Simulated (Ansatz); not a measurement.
## SrCaH2I2: complex band structure

A new crystal, SrCaH2I2: structure, gap and complex bands. It is built by putting Ca for part of the Sr in the SrHI structure of space group P4/nmm, with the volume rescaled by atomic radii. The parent structure comes from the Materials Project.

Method: PBEsol DFT, plane waves, PAW files, in the first sound run; inputs show where later runs differ, in Ansatz 0.2.0.

The structure was built from a prototype and need not be the compound's stable phase.

## 1. Starting point

The structure is tetragonal, space group P4mm (No. 99). The conventional cell has a = 4.215 Å, b = 4.215 Å, c = 8.940 Å, α = 90.00°, β = 90.00°, γ = 90.00°. Nearest to Sr lie 4 H at 2.47 Å and 5 I at 3.35 to 4.11 Å and 4 Ca at 3.95 Å. Ca has 4 H at 2.47 Å and 5 I at 3.35 to 4.11 Å and 4 Sr at 3.95 Å nearest. Nearest to H lie 2 Sr at 2.47 Å and 2 Ca at 2.47 Å. I has 4 Ca at 3.35 Å and 4 H at 3.52 Å and 1 Sr at 4.11 Å nearest. Nearest to I lie 4 Sr at 3.35 Å and 4 H at 3.52 Å and 1 Ca at 4.11 Å. It derives from SrHI. Ca for part of the Sr in the SrHI structure of space group P4/nmm. Farther neighbours and most contacts between anions are not listed.

Structure file:

```cif
data_structure
_symmetry_space_group_name_H-M 'P 1'
_symmetry_Int_Tables_number 1
_cell_length_a 4.2152
_cell_length_b 4.2152
_cell_length_c 8.9400
_cell_angle_alpha 90.000
_cell_angle_beta 90.000
_cell_angle_gamma 90.000
_cell_volume 158.84
loop_
_atom_site_label
_atom_site_type_symbol
_atom_site_fract_x
_atom_site_fract_y
_atom_site_fract_z
_atom_site_occupancy
Sr1 Sr 0.00000 0.50000 0.14468 1
Ca2 Ca 0.50000 0.00000 0.85532 1
H3 H 0.50000 0.50000 0.00000 1
H4 H 0.00000 0.00000 0.00000 1
I5 I 0.00000 0.50000 0.68477 1
I6 I 0.50000 0.00000 0.31523 1
```

## 2. Relaxing the new crystal

The substituted atoms don't fit the parent's cell, so cell and atoms relax together. A small smearing keeps the run stable in case the gap closes on the way.

Contents of input.yaml:

```yaml
crystal:
  lattice:
    - [4.2151684181, 0.0, 0.0]
    - [0.0, 4.2151684181, 0.0]
    - [0.0, 0.0, 8.9400166708]
  atoms:
    - { symbol: Sr, position: [0.0, 0.5, 0.14468186] }
    - { symbol: Ca, position: [0.5, 0.0, 0.85531814] }
    - { symbol: H, position: [0.5, 0.5, 0.0] }
    - { symbol: H, position: [0.0, 0.0, 0.0] }
    - { symbol: I, position: [0.0, 0.5, 0.68477347] }
    - { symbol: I, position: [0.5, 0.0, 0.31522653] }
kpoints:
  mp_grid: { grid: [6, 6, 4] }
scf:
  occupations: { method: gaussian, width: 0.03 }
hamiltonian:
  xc: pbesol
output:
  forces: true
  stress: true
relax:
  f_tol: 0.02
  max_steps: 60
  cell: {}
```

Run with:

```bash
$ ansatz run input.yaml --threads 2 --pin off --max-ram 4096MiB --backend cpu --events-out ev --progress --plain --runs-dir out
```

Numbers of over 12 decimals in the logs are rounded to 6 here.

The log of the run:

```text
Engine: ansatz 0.2.0, aarch64-unknown-linux-gnu
Pseudopotentials: kind: paw
Pseudopotential: Sr, paw, valence charge 10, recommended cutoff 420 eV (normal), Sr.paw.azcp
Pseudopotential: Ca, paw, valence charge 10, recommended cutoff 420 eV (normal), Ca.paw.azcp
Pseudopotential: H, paw, valence charge 1, recommended cutoff 420 eV (normal), H.paw.azcp
Pseudopotential: I, paw, valence charge 17, recommended cutoff 420 eV (normal), I.paw.azcp
Functional definition: PBEsol
  exchange = pbesol_x
  correlation = pbesol_c
Crystal: 6 atoms, lattice volume = 158.843 Å³
Basis set: ecut = 420 eV, 3065 PW (Γ), exchange–correlation on 60×60×120 points (8 copies of the dense FFT grid, shifted against one another)
Bands: 34, of which v1, the nominal top of the filled ones, is band 28 counted from 1 (27 counted from 0)
Symmetry: 8 space group operations
Space group: P4mm (ITA 99), of the structure as read, at distance tolerance 5.4e-5 Å
k-points: 30 of 144 (time reversal used)
Non-local potential: Sr, projectors of the file, l = 0: 3, l = 1: 2, l = 2: 2
Non-local potential: Ca, projectors of the file, l = 0: 3, l = 1: 2, l = 2: 2
Non-local potential: H, projectors of the file, l = 0: 2, l = 1: 1
Non-local potential: I, projectors of the file, l = 0: 2, l = 1: 2, l = 2: 2, l = 3: 2
PAW form: soft (Blöchl's): semilocal exchange-correlation on the pseudo side does not see the compensation charge
PAW frozen core: Sr, regenerated for the run's functional, and the local potential with it (the file was generated under x = pbe(κ = 0.804, μ = 0.219515), c = pbe(β = 0.066725))
PAW frozen core: Ca, regenerated for the run's functional, and the local potential with it (the file was generated under x = pbe(κ = 0.804, μ = 0.219515), c = pbe(β = 0.066725))
PAW frozen core: I, regenerated for the run's functional, and the local potential with it (the file was generated under x = pbe(κ = 0.804, μ = 0.219515), c = pbe(β = 0.066725))
PAW one-centre angular grid: Sr, 110 points (default); XC on 64 Gauss nodes
PAW one-centre angular grid: Ca, 110 points (default); XC on 64 Gauss nodes
PAW one-centre angular grid: H, 110 points (default); XC on 64 Gauss nodes
PAW one-centre angular grid: I, 590 points (default); XC on 64 Gauss nodes
Initial density: superposition of atomic densities (neutral atoms: chi_scale 0, normalization atom), corrected by the library's trained network
Initial wavefunctions: pseudopotential atomic-orbital guess
Functional: x = pbesol(κ = 0.804, μ = 0.123457), c = pbesol(β = 0.046)
SCF iter   1: F=—  HF=-20188.718172 eV  |F-HF|=—  |Δ(HF+E_count)|=         —  Δρ=4.34e-3  dr2=2.77e-2  ethr=1.77e-3  ⟨swp⟩=12.2  Hψ=6411  notcnv=0
preconditioner: auto → Resta (q_TF=auto, 2.293 Å⁻¹)  ε∞=3.7  [insulator: Δε(μ)=2.863 eV  Ē_g=8.034 eV  σ=0.030 eV  W_gap=1.00  n_scr=38 (ndim 8)  ℏωp=13.2 eV  f_vac=0.054  D(μ)=0.00/eV (n_scr^D=0)  ε∞_Penn≈3.7]
SCF iter   2: F=—  HF=-20188.713711 eV  |F-HF|=—  |Δ(HF+E_count)|=   4.46e-3  Δρ=2.11e-3  dr2=7.43e-3  ethr=4.95e-5  ⟨swp⟩=2.5  Hψ=1645  notcnv=0  defer=42
SCF iter   3: F=—  HF=-20188.712551 eV  |F-HF|=—  |Δ(HF+E_count)|=   1.16e-3  Δρ=3.28e-4  dr2=3.88e-4  ethr=1.33e-5  ⟨swp⟩=2.4  Hψ=1416  notcnv=0  defer=42
SCF iter   4: F=—  HF=-20188.712503 eV  |F-HF|=—  |Δ(HF+E_count)|=   4.87e-5  Δρ=1.41e-4  dr2=3.91e-5  ethr=6.93e-7  ⟨swp⟩=3.0  Hψ=1823  notcnv=0  defer=42
SCF iter   5: F=—  HF=-20188.712536 eV  |F-HF|=—  |Δ(HF+E_count)|=   3.39e-5  Δρ=3.41e-5  dr2=2.23e-6  ethr=6.98e-8  ⟨swp⟩=2.0  Hψ=1218  notcnv=0  defer=42
SCF iter   6: F=—  HF=-20188.712539 eV  |F-HF|=—  |Δ(HF+E_count)|=   2.11e-6  Δρ=1.11e-5  dr2=2.83e-7  ethr=3.98e-9  ⟨swp⟩=2.0  Hψ=1608  notcnv=0  defer=42
SCF iter   7: F=-20188.712539 eV  HF=-20188.712539 eV  |F-HF|=1.23e-8  |Δ(HF+E_count)|=   1.62e-7  Δρ=3.60e-6  dr2=2.44e-8  ethr=1.79e-10  ⟨swp⟩=5.0  Hψ=3948  notcnv=0
SCF 1 converged in 7 iterations: F = -20188.712539 eV  dr2 = 2.44e-8
  greatest PAW one-centre occupation: 0.999 electrons in one spin orbital (limit 2), on the I atom at site 5 (counted from 0), in its partial waves of l = 2
relax step   1: F+E_penalty+E_count = -20188.71253867 eV  Δ(F+E_penalty+E_count) = +0.000e0 eV  max|allowed force component| = 2.855e-1 eV/Å  Δτ_max = 0.0000 Å  P = -2.021 GPa  Ω = 158.843 Å³  (7 SCF iters, dr2 threshold 1.00e-7 eV, accepted)
Crystal: 6 atoms, lattice volume = 146.059 Å³
Basis set: ecut = 420 eV, 2837 PW (Γ), exchange–correlation on 60×60×120 points (8 copies of the dense FFT grid, shifted against one another)
Initial density: handed on by an earlier stage of this run
Initial wavefunctions: those handed on with the density
iter 1 solved again at ethr=2.28e-3 eV; its pass at ethr=3.10e-3 eV (dr2=1.28e0 eV) is discarded
SCF iter   1: F=—  HF=-20189.081746 eV  |F-HF|=—  |Δ(HF+E_count)|=         —  Δρ=1.33e-2  dr2=1.31e0  ethr=2.28e-3  ⟨swp⟩=1.0  Hψ=6409  notcnv=0
preconditioner: auto → Resta (q_TF=auto, 2.325 Å⁻¹)  ε∞=4.1  [insulator: Δε(μ)=2.552 eV  Ē_g=7.855 eV  σ=0.030 eV  W_gap=1.00  n_scr=38 (ndim 8)  ℏωp=13.7 eV  f_vac=0.026  D(μ)=0.00/eV (n_scr^D=0)  ε∞_Penn≈4.1]
SCF iter   2: F=—  HF=-20188.809892 eV  |F-HF|=—  |Δ(HF+E_count)|=   2.72e-1  Δρ=4.61e-3  dr2=1.22e-1  ethr=2.28e-3  ⟨swp⟩=3.7  Hψ=1775  notcnv=0  defer=9
SCF iter   3: F=—  HF=-20188.780400 eV  |F-HF|=—  |Δ(HF+E_count)|=   2.95e-2  Δρ=1.70e-3  dr2=7.55e-3  ethr=2.17e-4  ⟨swp⟩=3.5  Hψ=1609  notcnv=0  defer=50
SCF iter   4: F=—  HF=-20188.778588 eV  |F-HF|=—  |Δ(HF+E_count)|=   1.81e-3  Δρ=4.28e-4  dr2=3.25e-4  ethr=1.35e-5  ⟨swp⟩=2.5  Hψ=1572  notcnv=0  defer=50
SCF iter   5: F=—  HF=-20188.778629 eV  |F-HF|=—  |Δ(HF+E_count)|=   4.12e-5  Δρ=8.23e-5  dr2=1.07e-5  ethr=5.80e-7  ⟨swp⟩=2.0  Hψ=1457  notcnv=0  defer=50
SCF iter   6: F=—  HF=-20188.778636 eV  |F-HF|=—  |Δ(HF+E_count)|=   7.39e-6  Δρ=2.86e-5  dr2=9.61e-7  ethr=1.07e-9  ⟨swp⟩=6.0  Hψ=4360  notcnv=0
SCF iter   7: F=-20188.778637 eV  HF=-20188.778637 eV  |F-HF|=7.62e-8  |Δ(HF+E_count)|=   3.69e-7  Δρ=6.67e-6  dr2=8.08e-8  ethr=1.07e-9  ⟨swp⟩=5.0  Hψ=3506  notcnv=0
SCF 2 converged in 7 iterations: F = -20188.778637 eV  dr2 = 8.08e-8
relax step   2: F+E_penalty+E_count = -20188.77863674 eV  Δ(F+E_penalty+E_count) = -6.610e-2 eV  max|allowed force component| = 6.116e-1 eV/Å  Δτ_max = 0.1370 Å  P = +0.451 GPa  Ω = 146.059 Å³  energy of the carried Pulay correction = +2.636e-3 eV  (7 SCF iters, dr2 threshold 6.00e-7 eV, accepted)
Crystal: 6 atoms, lattice volume = 147.058 Å³
Basis set: ecut = 420 eV, 2901 PW (Γ), exchange–correlation on 60×60×120 points (8 copies of the dense FFT grid, shifted against one another)
iter 1 solved again at ethr=3.74e-4 eV; its pass at ethr=3.10e-3 eV (dr2=2.09e-1 eV) is discarded
SCF iter   1: F=—  HF=-20188.867846 eV  |F-HF|=—  |Δ(HF+E_count)|=         —  Δρ=7.28e-3  dr2=1.82e-1  ethr=3.74e-4  ⟨swp⟩=1.8  Hψ=6475  notcnv=0
preconditioner: auto → Resta (q_TF=auto, 2.323 Å⁻¹)  ε∞=3.6  [insulator: Δε(μ)=2.912 eV  Ē_g=8.422 eV  σ=0.030 eV  W_gap=1.00  n_scr=38 (ndim 8)  ℏωp=13.7 eV  f_vac=0.024  D(μ)=0.00/eV (n_scr^D=0)  ε∞_Penn≈3.6]
SCF iter   2: F=—  HF=-20188.823517 eV  |F-HF|=—  |Δ(HF+E_count)|=   4.43e-2  Δρ=2.81e-3  dr2=2.13e-2  ethr=3.24e-4  ⟨swp⟩=3.3  Hψ=1857  notcnv=0
SCF iter   3: F=—  HF=-20188.817996 eV  |F-HF|=—  |Δ(HF+E_count)|=   5.52e-3  Δρ=8.34e-4  dr2=1.15e-3  ethr=3.80e-5  ⟨swp⟩=3.0  Hψ=1790  notcnv=0  defer=17
SCF iter   4: F=—  HF=-20188.817790 eV  |F-HF|=—  |Δ(HF+E_count)|=   2.06e-4  Δρ=1.67e-4  dr2=5.12e-5  ethr=2.05e-6  ⟨swp⟩=2.0  Hψ=1560  notcnv=0  defer=17
SCF iter   5: F=—  HF=-20188.817811 eV  |F-HF|=—  |Δ(HF+E_count)|=   2.14e-5  Δρ=5.17e-5  dr2=3.30e-6  ethr=9.14e-8  ⟨swp⟩=2.0  Hψ=1755  notcnv=0  defer=17
SCF iter   6: F=-20188.817813 eV  HF=-20188.817813 eV  |F-HF|=9.48e-8  |Δ(HF+E_count)|=   1.79e-6  Δρ=1.13e-5  dr2=2.34e-7  ethr=1.07e-9  ⟨swp⟩=5.0  Hψ=3830  notcnv=0
SCF 3 converged in 6 iterations: F = -20188.817813 eV  dr2 = 2.34e-7
relax step   3: F+E_penalty+E_count = -20188.81781331 eV  Δ(F+E_penalty+E_count) = -3.918e-2 eV  max|allowed force component| = 1.837e-1 eV/Å  Δτ_max = 0.1283 Å  P = +0.171 GPa  Ω = 147.058 Å³  energy of the carried Pulay correction = +2.422e-3 eV  (6 SCF iters, dr2 threshold 6.00e-7 eV, accepted)
[...]
relax step   4: F+E_penalty+E_count = -20188.82359726 eV  Δ(F+E_penalty+E_count) = -5.784e-3 eV  max|allowed force component| = 2.092e-2 eV/Å  Δτ_max = 0.0355 Å  P = -0.040 GPa  Ω = 147.019 Å³  energy of the carried Pulay correction = +2.430e-3 eV  (5 SCF iters, dr2 threshold 6.00e-7 eV, accepted)
[...]
relax step   5: F+E_penalty+E_count = -20188.82385495 eV  Δ(F+E_penalty+E_count) = -2.577e-4 eV  max|allowed force component| = 6.549e-3 eV/Å  Δτ_max = 0.0041 Å  P = -0.012 GPa  Ω = 146.798 Å³  energy of the carried Pulay correction = +2.477e-3 eV  (5 SCF iters, dr2 threshold 2.74e-8 eV, accepted)
[...]
relax step   6: F+E_penalty+E_count = -20188.82402174 eV  Δ(F+E_penalty+E_count) = -1.668e-4 eV  max|allowed force component| = 2.412e-3 eV/Å  Δτ_max = 0.0052 Å  P = -0.009 GPa  Ω = 146.511 Å³  energy of the carried Pulay correction = +2.539e-3 eV  (6 SCF iters, dr2 threshold 7.45e-9 eV, accepted)
Initial wavefunctions: pseudopotential atomic-orbital guess (no wavefunctions were taken with the density)
iter 1 solved again at ethr=1.05e-6 eV; its pass at ethr=3.10e-3 eV (dr2=5.89e-4 eV) is discarded
SCF iter   1: F=—  HF=-20188.821700 eV  |F-HF|=—  |Δ(HF+E_count)|=         —  Δρ=9.48e-5  dr2=1.51e-6  ethr=1.05e-6  ⟨swp⟩=3.1  Hψ=8793  notcnv=0
eigensolver tolerance schedule: the retry pair's looser diagonalisation over-reported the residual by 388.52 of it (diagonalisation noise at 0.15 of the residual, at the tolerance the schedule requests for it); recorded, not acted on — ethr = c·dr2/N_el stays at c = 1.0e-1
preconditioner: auto → Resta (q_TF=auto, 2.324 Å⁻¹)  ε∞=3.7  [insulator: Δε(μ)=2.826 eV  Ē_g=8.321 eV  σ=0.030 eV  W_gap=1.00  n_scr=38 (ndim 8)  ℏωp=13.7 eV  f_vac=0.021  D(μ)=0.00/eV (n_scr^D=0)  ε∞_Penn≈3.7]
SCF iter   2: F=—  HF=-20188.821722 eV  |F-HF|=—  |Δ(HF+E_count)|=   2.23e-5  Δρ=4.85e-5  dr2=3.80e-7  ethr=2.70e-9  ⟨swp⟩=3.4  Hψ=2252  notcnv=0
SCF iter   3: F=—  HF=-20188.821724 eV  |F-HF|=—  |Δ(HF+E_count)|=   1.77e-6  Δρ=4.49e-6  dr2=6.82e-9  ethr=6.79e-10  ⟨swp⟩=3.0  Hψ=1832  notcnv=0
SCF iter   4: F=—  HF=-20188.821724 eV  |F-HF|=—  |Δ(HF+E_count)|=   1.47e-8  Δρ=7.28e-7  dr2=3.21e-10  ethr=1.22e-11  ⟨swp⟩=2.0  Hψ=1441  notcnv=0
SCF iter   5: F=-20188.821724 eV  HF=-20188.821724 eV  |F-HF|=3.64e-12  |Δ(HF+E_count)|=  2.87e-10  Δρ=1.29e-7  dr2=2.34e-11  ethr=1.00e-12  ⟨swp⟩=5.0  Hψ=4076  notcnv=0
SCF 7 converged in 5 iterations: F = -20188.821724 eV  dr2 = 2.34e-11
relax step   7: F+E_penalty+E_count = -20188.82172362 eV  Δ(F+E_penalty+E_count) = +2.298e-3 eV  max|allowed force component| = 2.344e-3 eV/Å  Δτ_max = 0.0000 Å  P = -0.016 GPa  Ω = 146.511 Å³  stress off target by 3.02e-2 GPa  SCF on the basis re-selected at this cell (its energy is not comparable with the rows above)  (5 SCF iters)
basis re-selected at this cell: Δ(F+E_penalty+E_count) = +2.298e-3 eV, ΔP = -0.007 GPa vs the last step (what re-selecting the basis moved, of the pressure what is left beyond the Pulay correction that the steps carried, after the strain that the cell walked since its last selection, with what the two solves' SCF thresholds leave and, on support functions, any second-order correction that the steps lacked; it is no m [...]
SCF converged after 5 iterations
Free energy (F): -20188.821724 eV
Harris-Foulkes:  -20188.821724 eV  (|F-HF|=3.64e-12)
Internal energy: -20188.821724 eV  (E = F + TS)
E sigma→0 (E₀):  -20188.821724 eV
Fermi energy:    7.239650 eV
--- Per-component energies (eV) ---
  E_band       = -988.783245
  E_kinetic    = 929.285712
  E_local      = -5348.314746  (includes V_loc(G=0)·N_el)
  E_nonlocal   = 93.501096
  E_hartree    = 2446.785326
  E_xc         = -580.692532
  E_vxc        = -613.366763  (∫ρ·V_xc dr)
  E_paw        = -12956.300560  (= ΣΔE_a)
  E_vpaw       = -943.456929  (= ΣTr[D̂ρ^β])
  E_aug_tail   = -0.002136  (compensation charges beyond the density's cutoff)
  E_ewald      = -4774.161309
  E_core_change = 1.077426  (= ΣΔE_core)
  E_smearing   = -0.000000  (= −TS)
  E_closure    = -0.000000  (closes the sum)
  Σ components = -20188.821724   (vs F -20188.821724, Δ=0.00e0)
--- Forces (eV/Å), atoms counted from 1 ---
  atom   1  Sr    -0.00000000     0.00000000     0.00039047
  atom   2  Ca     0.00000000     0.00000000    -0.00192425
  atom   3  H     -0.00000000     0.00000000     0.00110687
  atom   4  H      0.00000000     0.00000000     0.00110687
  atom   5  I      0.00000000     0.00000000     0.00166217
  atom   6  I     -0.00000000     0.00000000    -0.00234413
  max |Σ_I F_I| component: 2.00e-6 eV/Å
--- Stress (GPa, compression-positive) ---
       -0.009164       0.000000       0.000000
        0.000000      -0.009164       0.000000
        0.000000       0.000000      -0.030183
  P = ⅓ Tr σ = -0.0162 GPa (-0.162 kbar)
--- Relaxed structure (6 steps of the walk, 6 accepted, 1 SCFs on fresh bases) ---
  F+E_penalty+E_count = -20188.82172362 eV   max|allowed force component| = 2.344e-3 eV/Å   (the final SCF, on the basis selected at the relaxed cell)
  cell:  # Å, volume = 146.5115 Å³
    - [4.097838, 0.0, 0]
    - [0.0, 4.097838, 0.0]
    - [0, 0.0, 8.724933]
  atoms:
    - { symbol: Sr, position: [0, 0.5, 0.144206] }
    - { symbol: Ca, position: [0.5, 0.0, 0.857465] }
    - { symbol: H, position: [0.5, 0.5, -0.00797267] }
    - { symbol: H, position: [0, 0.0, -0.00797267] }
    - { symbol: I, position: [0, 0.5, 0.687251] }
    - { symbol: I, position: [0.5, 0.0, 0.327022] }
```

It took 38 s on 2 threads of Arm Neoverse V2, shared host; peak memory 0.45 GiB.

Relaxation path:

```csv
step,energy less that of the first step (eV),largest force component (eV/Å),pressure (GPa),volume (Å³)
1,0.0000,0.2855,-2.02,158.84
2,-0.0661,0.6116,0.45,146.06
3,-0.1053,0.1837,0.17,147.06
4,-0.1111,0.0209,-0.04,147.02
5,-0.1113,0.0065,-0.01,146.80
6,-0.1115,0.0024,-0.01,146.51
7*,-0.1092,0.0023,-0.02,146.51
```

Relaxation steps marked * repeat the geometry before them on a plane-wave basis chosen anew for their cell, so energy and pressure can jump there.

The run keeps the 8 symmetry operations that it works with, so distortions that break them were not tested.

```csv
"conventional cell, symmetrised",before,after,change
a (Å),4.215,4.098,-2.8 %
b (Å),4.215,4.098,-2.8 %
c (Å),8.940,8.725,-2.4 %
volume (Å³/atom),26.47,24.42,-7.8 %
```

The atoms that moved most (Å, as changes of fractional coordinates times the final cell):

```csv
atom,dx,dy,dz,length
I6,0.000,0.000,0.103,0.103
H3,0.000,0.000,-0.070,0.070
H4,0.000,0.000,-0.070,0.070
I5,0.000,0.000,0.022,0.022
Ca2,0.000,0.000,0.019,0.019
```

This step gave:

| Item | Value |
| --- | --- |
| free energy | -20188.8217 eV |
| Fermi energy | 7.240 eV |
| pressure | -0.01617 GPa |

The largest force component on a free atom ends at 0.0023 eV/Å.

## 3. Band edges

The energy window and the wavevectors of the next steps follow from the band edges, so these are searched first, off the mesh as well.

Contents of input.yaml:

```yaml
crystal:
  lattice:
    - [4.0978376348, 0.0, 0.0]
    - [0.0, 4.0978376348, 0.0]
    - [0.0, 0.0, 8.7249333607]
  atoms:
    - { symbol: Sr, position: [0.0, 0.5, 0.1442061456] }
    - { symbol: Ca, position: [0.5, 0.0, 0.8574653988] }
    - { symbol: H, position: [0.5, 0.5, -0.0079726742] }
    - { symbol: H, position: [0.0, 0.0, -0.0079726742] }
    - { symbol: I, position: [0.0, 0.5, 0.6872513806] }
    - { symbol: I, position: [0.5, 0.0, 0.3270224234] }
kpoints:
  mp_grid: { grid: [6, 6, 4] }
  band_path: { path: [VBM, CBM], npoints: 30 }
scf:
  occupations: { method: fixed }
hamiltonian:
  xc: pbesol
output:
  eigenvalues: true
  write_potential: true
  write_density: true
  volumetric_format: npy
```

The log of the run:

```text
[...]
Crystal: 6 atoms, lattice volume = 146.511 Å³
Basis set: ecut = 420 eV, 2853 PW (Γ)
Bands: 34, of which v1, the nominal top of the filled ones, is band 28 counted from 1 (27 counted from 0)
Symmetry: 8 space group operations
[...]
k-points: 30 of 144 (time reversal used)
[...]
SCF iter   1: F=—  HF=-20188.827381 eV  |F-HF|=—  |Δ(HF+E_count)|=         —  Δρ=4.57e-3  dr2=2.85e-2  ethr=1.77e-3  ⟨swp⟩=6.6  Hψ=4300  notcnv=0  defer=103
[...]
SCF iter   6: F=-20188.821729 eV  HF=-20188.821729 eV  |F-HF|=6.87e-8  |Δ(HF+E_count)|=   3.25e-7  Δρ=6.08e-6  dr2=7.80e-8  ethr=1.79e-10  ⟨swp⟩=16.8  Hψ=6702  notcnv=0
SCF 1 converged in 6 iterations: F = -20188.821729 eV  dr2 = 7.80e-8
[...]
NSCF: frozen V_eff on 40 k-points
[...]
SCF converged after 6 iterations
Free energy (F): -20188.821729 eV
[...]
Internal energy: -20188.821729 eV  (E = F + TS)
E sigma→0 (E₀):  -20188.821729 eV
Fermi energy:    5.826435 eV
[...]
--- Band table (eV; the first three rows and the last of 30) ---
  k-point 0: bands = [... 24 lower, 4.8286, 4.8286, 5.1535, 5.1535, 9.1271, 9.5000, 10.3602, 10.3602, ... 2 higher]
  k-point 1: bands = [... 24 lower, 4.8141, 5.1709, 5.1709, 5.3817, 9.0807, 9.6172, 10.3342, 10.3569, ... 2 higher]
  k-point 2: bands = [... 24 lower, 4.8008, 5.1869, 5.1869, 5.8264, 9.0381, 9.6658, 10.1406, 10.3536, ... 2 higher]
  k-point 29: bands = [... 24 lower, 4.0974, 4.2383, 4.3476, 4.3476, 9.4610, 10.0941, 10.1055, 10.5194, ... 2 higher]
```

The job ended after 27 s (2 threads; peak memory 0.41 GiB; 53 s of CPU time).

Numbers from this step:

- Fermi energy: 5.826 eV
- gap on the k-mesh: 2.827 eV
- gap on path: 2.827 eV, by band count; negative where bands overlap
- direct gap on path: 3.212 eV
- edge places on path: 0, 1.142 1/A along the path

Electronic bands along the path, in eV, zero at the Fermi level (highest filled level under fixed occupations); v1 is the highest filled band, c1 the lowest empty one:

```csv
point,v4,v3,v2,v1,c1,c2,c3,c4
VBM,-1.03,-0.64,-0.64,0.00,3.21,3.84,4.31,4.53
halfway,-1.76,-1.32,-1.11,-0.62,3.74,4.20,4.49,4.79
CBM,-1.69,-1.53,-1.47,-1.47,2.83,3.31,5.53,5.80
```

The searched edges give 2.83 eV, as on the mesh.

[end of part 1 of 3]

[Logs are printed without paths, hosts, clocks, repeated set-up lines and the standing remarks that a program may print on its own settings, such as how far it seeks lower states.]

[Hosts, paths, dates, database ids (printed as entryN), source tags and the programs' standing remarks are cut or masked in the printed files.]

[New means built here by substitution; the compound itself may be known and measured.]
